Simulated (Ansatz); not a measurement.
## Changed inputs in constrained RPA: Na3PaF8 (I4/mmm)

What does U in Na3PaF8 (I4/mmm) depend on besides the window?

Method: constrained RPA on LDA, plane waves, PAW, in Ansatz 0.2.0.

## (1) The structure

It takes space group I4/mmm (No. 139, tetragonal). The conventional cell has a = 5.493 Å, b = 5.493 Å, c = 10.970 Å, α = 90.00°, β = 90.00°, γ = 90.00°. Nearest to Na lie 8 F at 2.46 Å. Nearest to Na lie 8 F at 2.39 Å. Nearest to Pa lie 8 F at 2.21 Å. F has 1 Pa at 2.21 Å and 3 Na at 2.39 to 2.46 Å nearest. Farther neighbours and most contacts between anions are not listed.

The cell and positions come from the Crystallography Open Database and are kept as given unless a step says otherwise. The program's search for lower electronic states was switched off, so nothing shows that the state found is the lowest. Spin-orbit coupling is left out unless a step names it. The default PAW set here is soft_2. Its files were made with PBE.

## (2) Base: Pa f, bands c1 to c7, 4×4×4 mesh, medium accuracy

Constrained RPA screens the interaction with every transition except those inside the target bands, which a later many-body model would treat itself.

Input file input.yaml:

```yaml
crystal:
  lattice:
    - [5.485, -2.7465, 2.7465]
    - [5.485, 2.7465, -2.7465]
    - [-5.485, 2.7465, 2.7465]
  atoms:
    - { symbol: Na, position: [0.75, 0.25, 0.5] }
    - { symbol: Na, position: [0.25, 0.75, 0.5] }
    - { symbol: Na, position: [0.5, 0.5, 0.0] }
    - { symbol: Pa, position: [0.0, 0.0, 0.0] }
    - { symbol: F, position: [0.3489, 0.3489, 0.4726] }
    - { symbol: F, position: [0.3489, 0.8763, 0.0] }
    - { symbol: F, position: [0.8763, 0.8763, 0.5274] }
    - { symbol: F, position: [0.8763, 0.3489, 0.0] }
    - { symbol: F, position: [0.6511, 0.1237, 0.0] }
    - { symbol: F, position: [0.6511, 0.6511, 0.5274] }
    - { symbol: F, position: [0.1237, 0.6511, 0.0] }
    - { symbol: F, position: [0.1237, 0.1237, 0.4726] }
kpoints:
  mp_grid: { grid: [8, 8, 8] }
hamiltonian:
  xc: lda
scf:
  occupations: { method: gaussian, width: 0.08 }
  n_extra_bands: 21
  max_iter: 150
  lower_state_search: "off"
output:
  crpa:
    kmesh: [4, 4, 4]
    target_bands: [c1, c7]
    projections: [{ species: Pa, l: f, shell: 5 }]
  local_orbitals:
    kmesh: [8, 8, 8]
    orbitals: [{ species: Pa, l: f, shell: 5 }]
    window: { bands: [c1, c7] }
    seedname: lo
```

Started as:

```
$ ansatz run input.yaml --threads 8 --pin off --max-ram 18432MiB --backend cpu --events-out ev --progress --plain --runs-dir out
```

Numbers of over 12 decimals in the logs are rounded to 6 here.

Log:

```text
Pa: projections on atomic orbitals take those of the free atom [Xe 4f14 5d10] 5f2 6s2 6p6 6d1 7s2, of charge +0.00 (hamiltonian.pseudopotentials.projection_atoms); the dataset's partial waves leave at most 6.5e-5 of an orbital's norm unspanned inside its sphere
scf.n_extra_bands = 21 over 48 filled bands (N_el = 96.0): the run solves 69 bands
Engine: ansatz 0.2.0, aarch64-unknown-linux-gnu
Pseudopotentials: kind: paw
Pseudopotential: Na, paw, valence charge 9, recommended cutoff 420 eV (normal), Na.paw.azcp
Pseudopotential: Pa, paw, valence charge 13, recommended cutoff 420 eV (normal), Pa.paw.azcp
Pseudopotential: F, paw, valence charge 7, recommended cutoff 420 eV (normal), F.paw.azcp
Functional definition: SPW92
  exchange = slater_x
  correlation = pw_c
Crystal: 12 atoms, lattice volume = 165.499 Å³
Basis set: ecut = 420 eV, 3243 PW (Γ)
Bands: 69, of which v1, the nominal top of the filled ones, is band 48 counted from 1 (47 counted from 0)
Symmetry: 16 space group operations
Space group: I4/mmm (ITA 139), of the structure as read, at distance tolerance 5.5e-5 Å
k-points: 59 of 512
Non-local potential: Na, projectors of the file, l = 0: 3, l = 1: 2, l = 2: 1
Non-local potential: Pa, projectors of the file, l = 0: 3, l = 1: 2, l = 2: 2, l = 3: 3
Non-local potential: F, projectors of the file, l = 0: 2, l = 1: 2, l = 2: 1
PAW form: soft (Blöchl's): semilocal exchange-correlation on the pseudo side does not see the compensation charge
PAW frozen core: Na, regenerated for the run's functional, and the local potential with it (the file was generated under x = pbe(κ = 0.804, μ = 0.219515), c = pbe(β = 0.066725))
PAW frozen core: Pa, regenerated for the run's functional, and the local potential with it (the file was generated under x = pbe(κ = 0.804, μ = 0.219515), c = pbe(β = 0.066725))
PAW frozen core: F, regenerated for the run's functional, and the local potential with it (the file was generated under x = pbe(κ = 0.804, μ = 0.219515), c = pbe(β = 0.066725))
PAW one-centre angular grid: Na, 110 points (default); XC on 64 Gauss nodes
PAW one-centre angular grid: Pa, 590 points (default); XC on 64 Gauss nodes
PAW one-centre angular grid: F, 110 points (default); XC on 64 Gauss nodes
Initial density: superposition of atomic densities (neutral atoms: chi_scale 0, normalization atom), corrected by the library's trained network
Initial wavefunctions: pseudopotential atomic-orbital guess
Functional: x = slater, c = lda
SCF iter   1: F=—  HF=-24046.671143 eV  |F-HF|=—  |Δ(HF+E_count)|=         —  Δρ=2.07e-2  dr2=5.53e-1  ethr=1.77e-3  ⟨swp⟩=5.8  Hψ=16792  notcnv=0  defer=174
[...]
SCF 1 converged in 8 iterations: F = -24046.534739 eV  dr2 = 6.05e-8
[...]
NSCF: frozen V_eff on 63 k-points
NSCF: frozen V_eff on 13 k-points
[...]
cRPA screening: q 1/64
cRPA screening: q 2/64
cRPA screening: q 6/64 (q-point 3)
cRPA screening: q 8/64 (q-point 5)
cRPA screening: q 16/64 (q-point 6)
cRPA screening: q 32/64 (q-point 9)
cRPA screening: q 36/64 (q-point 10)
cRPA screening: q 44/64 (q-point 22)
cRPA screening: q 46/64 (q-point 24)
cRPA screening: q 48/64 (q-point 27)
cRPA screening: q 56/64 (q-point 30)
cRPA screening: q 60/64 (q-point 31)
cRPA screening: q 64/64 (q-point 43)
SCF converged after 8 iterations
Free energy (F): -24046.534739 eV
Harris-Foulkes:  -24046.534739 eV  (|F-HF|=2.05e-8)
Internal energy: -24046.534739 eV  (E = F + TS)
E sigma→0 (E₀):  -24046.534739 eV
Fermi energy:    3.947483 eV
--- Per-component energies (eV) ---
  E_band       = -1001.483790
  E_kinetic    = 2253.206094
  E_local      = -8998.494231  (includes V_loc(G=0)·N_el)
  E_nonlocal   = 1136.995095
  E_hartree    = 3250.357646
  E_xc         = -976.105347
  E_vxc        = -1139.812781  (∫ρ·V_xc dr)
  E_paw        = -14319.523207  (= ΣΔE_a)
  E_vpaw       = -754.110468  (= ΣTr[D̂ρ^β])
  E_aug_tail   = 0.016449  (compensation charges beyond the density's cutoff)
  E_ewald      = -6394.588118
  E_core_change = 1.600881  (= ΣΔE_core)
  E_smearing   = -0.000000  (= −TS)
  E_closure    = -0.000000  (closes the sum)
  Σ components = -24046.534739   (vs F -24046.534739, Δ=0.00e0)
--- Band table (eV; the first three rows and the last of 59) ---
  k-point 0: bands = [... 44 lower, 1.4112, 1.5774, 1.7331, 1.8034, 6.0961, 6.1435, 6.1435, 6.3059, ... 17 higher]
  k-point 1: bands = [... 44 lower, 1.4088, 1.5214, 1.6646, 1.7727, 6.1098, 6.1377, 6.1483, 6.3173, ... 17 higher]
  k-point 2: bands = [... 44 lower, 1.3840, 1.4091, 1.4803, 1.6927, 6.1322, 6.1438, 6.1593, 6.3246, ... 17 higher]
  k-point 58: bands = [... 44 lower, 1.5297, 1.5742, 1.5742, 1.7832, 6.1221, 6.1252, 6.1252, 6.2961, ... 17 higher]
--- cRPA (band scheme, projected local orbitals): target bands 49..55 (1-based), 7 Wannier function(s), 4×4×4 mesh, 110 bands' worth read of 115 solved, ecut_chi 136.0 eV, v(q+G=0) probe_charge, pair densities all_electron ---
  χ-basis size per q: N_G = 587..631
  window electrons = 0.0000, filled by tetrahedron_uncorrected; constrained ε̄⁻¹(q = 0, 0) head = 0.452949; min gauge Gram eig = 0.8034
  Kanamori averages over each shell's own Wannier functions (sites counted from 0, functions from 1):
    Site 3, 5F, 7 of 7 f orbitals (Wannier functions 1, 2, 3, 4, 5, 6, 7; wannier90's mr 1, 2, 3, 4, 5, 6, 7):
      screened: U = 5.9949 eV, U' = 5.2626 eV, J = 0.3493 eV
      screened f-shell averages: U_bar = F0 = 5.3672 eV, J_bar = 0.4539 eV
      screened, to within: U = 1.4e-2 eV, U' = 1.4e-2 eV, J = 5.5e-4 eV
      screened f-shell averages, to within: U_bar = 1.3e-2 eV, J_bar = 7.1e-4 eV
      bare: V = 16.8843 eV, V' = 15.8540 eV, J = 0.4887 eV
      bare f-shell averages: V_bar = F0 = 16.0012 eV, J_bar = 0.6359 eV
  Hermiticity witness max|P − P†| over intra, direct and exchange elements: 2.13e-14 eV (screened), 7.11e-15 eV (bare)
  Reality witness max|Im| over intra, direct and exchange elements: 1.33e-18 eV (screened), 2.59e-18 eV (bare)
```

Run time: 14 min. Hardware: 8 threads of Arm Neoverse V2, shared host; peak memory 2 GiB.

In the SCF lines HF is the Harris–Foulkes energy and dr2 the Hartree energy of the density residual, in eV; the loop may stop once dr2 is under the threshold and the program's other checks hold. Hψ counts applications of the Hamiltonian.

Numbers from this step:

| Item | Value |
| --- | --- |
| U | 5.995 eV |
| U prime (inter-orbital) | 5.263 eV |
| J | 0.3493 eV |
| bare V | 16.88 eV |
| bare J | 0.4887 eV |
| stated bound on U | 0.01372 eV |
| U over bare V | 0.3551 |
| electrons in the window | 0 |
| head of the constrained inverse dielectric matrix | 0.4529 |
| least eigenvalue of the projection's overlap | 0.8034 |
| target functions | 7 |
| bands in the sums | 110 |
| r.m.s. miss of the model bands | 1.38e-5 eV |
| width of the target bands | 1.362 eV |
| weight of the projected orbitals in the window | 0.8856 |

On the Pa f shell, screening brings the on-site interaction from 16.9 eV down to U = 5.99 eV.

## (3) Changed: 2×2×2 mesh

Changes to input.yaml since step 2:

```diff
@@ -29,9 +29,4 @@
   crpa:
-    kmesh: [4, 4, 4]
+    kmesh: [2, 2, 2]
     target_bands: [c1, c7]
     projections: [{ species: Pa, l: f, shell: 5 }]
-  local_orbitals:
-    kmesh: [8, 8, 8]
-    orbitals: [{ species: Pa, l: f, shell: 5 }]
-    window: { bands: [c1, c7] }
-    seedname: lo
```

Log:

```text
[...]
Crystal: 12 atoms, lattice volume = 165.499 Å³
Basis set: ecut = 420 eV, 3243 PW (Γ)
Bands: 69, of which v1, the nominal top of the filled ones, is band 48 counted from 1 (47 counted from 0)
Symmetry: 16 space group operations
[...]
k-points: 59 of 512
[...]
SCF iter   1: F=—  HF=-24046.671143 eV  |F-HF|=—  |Δ(HF+E_count)|=         —  Δρ=2.07e-2  dr2=5.53e-1  ethr=1.77e-3  ⟨swp⟩=5.8  Hψ=16792  notcnv=0  defer=174
[...]
SCF iter   8: F=-24046.534739 eV  HF=-24046.534739 eV  |F-HF|=2.05e-8  |Δ(HF+E_count)|=   1.35e-7  Δρ=4.52e-6  dr2=6.05e-8  ethr=1.04e-10  ⟨swp⟩=6.8  Hψ=16543  notcnv=0
SCF 1 converged in 8 iterations: F = -24046.534739 eV  dr2 = 6.05e-8
[...]
NSCF: frozen V_eff on 4 k-points
[...]
cRPA screening: q 1/8
cRPA screening: q 2/8
cRPA screening: q 4/8 (q-point 3)
cRPA screening: q 8/8
SCF converged after 8 iterations
Free energy (F): -24046.534739 eV
[...]
Internal energy: -24046.534739 eV  (E = F + TS)
E sigma→0 (E₀):  -24046.534739 eV
Fermi energy:    3.947483 eV
[...]
--- Band table (eV; the first three rows and the last of 59) ---
  k-point 0: bands = [... 44 lower, 1.4112, 1.5774, 1.7331, 1.8034, 6.0961, 6.1435, 6.1435, 6.3059, ... 17 higher]
  k-point 1: bands = [... 44 lower, 1.4088, 1.5214, 1.6646, 1.7727, 6.1098, 6.1377, 6.1483, 6.3173, ... 17 higher]
  k-point 2: bands = [... 44 lower, 1.3840, 1.4091, 1.4803, 1.6927, 6.1322, 6.1438, 6.1593, 6.3246, ... 17 higher]
  k-point 58: bands = [... 44 lower, 1.5297, 1.5742, 1.5742, 1.7832, 6.1221, 6.1252, 6.1252, 6.2961, ... 17 higher]
[...]
χ-basis size per q: N_G = 588..631
[...]
screened: U = 6.0500 eV, U' = 5.3173 eV, J = 0.3495 eV
      screened f-shell averages: U_bar = F0 = 5.4219 eV, J_bar = 0.4541 eV
      screened, to within: U = 1.3e-2 eV, U' = 1.3e-2 eV, J = 5.5e-4 eV
      screened f-shell averages, to within: U_bar = 1.2e-2 eV, J_bar = 7.1e-4 eV
      bare: V = 16.9368 eV, V' = 15.9061 eV, J = 0.4890 eV
      bare f-shell averages: V_bar = F0 = 16.0533 eV, J_bar = 0.6362 eV
[...]
```

Run time: 44 s. Hardware: 8 threads; peak memory 1.6 GiB.

This step gave:

| Item | Value |
| --- | --- |
| U | 6.050 eV |
| U prime (inter-orbital) | 5.317 eV |
| J | 0.3495 eV |
| bare V | 16.94 eV |
| bare J | 0.4890 eV |
| stated bound on U | 0.01284 eV |
| U over bare V | 0.3572 |
| electrons in the window | 0 |
| head of the constrained inverse dielectric matrix | 0.4514 |
| least eigenvalue of the projection's overlap | 0.8034 |
| target functions | 7 |
| bands in the sums | 110 |
| width of the target bands | 1.362 eV |
| weight of the projected orbitals in the window | 0.8856 |

On the Pa f shell, screening brings the on-site interaction from 16.9 eV down to U = 6.05 eV.

## (4) Changed: smooth pair densities

Changes to input.yaml since step 3:

```diff
@@ -29,4 +29,5 @@
   crpa:
-    kmesh: [2, 2, 2]
+    kmesh: [4, 4, 4]
     target_bands: [c1, c7]
     projections: [{ species: Pa, l: f, shell: 5 }]
+    pair_densities: pseudo
```

Log:

```text
[...]
Crystal: 12 atoms, lattice volume = 165.499 Å³
Basis set: ecut = 420 eV, 3243 PW (Γ)
Bands: 69, of which v1, the nominal top of the filled ones, is band 48 counted from 1 (47 counted from 0)
Symmetry: 16 space group operations
[...]
k-points: 59 of 512
[...]
screened, to within: U = 1.6e-2 eV, U' = 1.6e-2 eV, J = 2.7e-4 eV
      screened f-shell averages, to within: U_bar = 1.6e-2 eV, J_bar = 3.5e-4 eV
      screened, sum over states alone: U = 6.4069 eV, U' = 5.5419 eV, J = 0.4103 eV
      screened f-shell averages, sum over states alone: U_bar = F0 = 5.6655 eV, J_bar = 0.5339 eV
      bare: V = 16.8843 eV, V' = 15.8540 eV, J = 0.4887 eV
      bare f-shell averages: V_bar = F0 = 16.0012 eV, J_bar = 0.6359 eV
[...]
[key lines of the parts left out:]
SCF converged after 8 iterations
Free energy (F): -24046.534739 eV
Fermi energy:    3.947483 eV
```

Wall time 13 min (8 threads); peak memory 1.9 GiB.

Numbers from this step:

```yaml
u: 6.104 eV
u_prime_inter_orbital: 5.297 eV
j: 0.3830 eV
bare_v: 16.88 eV
bare_j: 0.4887 eV
stated_bound_on_u: 0.01574 eV
u_over_bare_v: 0.3615
electrons_in_the_window: 0
head_of_the_constrained_inverse_dielectric_matrix: 0.4542
least_eigenvalue_of_the_projection_s_overlap: 0.8034
target_functions: 7
bands_in_the_sums: 110
width_of_the_target_bands: 1.362 eV
weight_of_the_projected_orbitals_in_the_window: 0.8856
```

On the Pa f shell, screening brings the on-site interaction from 16.9 eV down to U = 6.10 eV.

## (5) Side by side

Times are wall times on 8 threads of Arm Neoverse V2, shared host, good to a factor of about two.

| run | bare V (eV) | U (eV) | J (eV) | bound on U (eV) | width (eV) | time |
| --- | --- | --- | --- | --- | --- | --- |
| target window | 16.88 | 5.995 | 0.349 | 0.0137 | 1.36 | 14 min |
| 2×2×2 mesh | 16.94 | 6.050 | 0.349 | 0.0128 | 1.36 | 44 s |
| smooth pair densities | 16.88 | 6.104 | 0.383 | 0.0157 | 1.36 | 13 min |

## (6) Results

| Item | Value |
| --- | --- |
| target window | U 5.99 eV, J 0.35 eV |
| 2×2×2 mesh | U 6.05 eV, J 0.35 eV |
| smooth pair densities | U 6.10 eV, J 0.38 eV |

What this shows: 2×2×2 mesh moves U by +0.06 eV at 0.053 times the time. Smooth pair densities moves U by +0.11 eV. The printed bound covers the solver alone, not the mesh, and no denser mesh than the base was run. The parent state is non-magnetic and the interaction static (zero frequency); U depends on the window and the orbitals, so it belongs to this model alone. Spin-orbit coupling, which is strong for atoms this heavy, is left out.

[Paths, hosts, dates, memory and timing lines, banners, echoed tables and standing remarks are left out of the program output.]

[Logs are printed without paths, hosts, clocks, repeated set-up lines and the standing remarks that a program may print on its own settings, such as how far it seeks lower states.]

[Runs of the session that timed out or met a known fault of the program may be left out.]

[Hosts, paths, dates, database ids (printed as entryN), source tags and the programs' standing remarks are cut or masked in the printed files.]
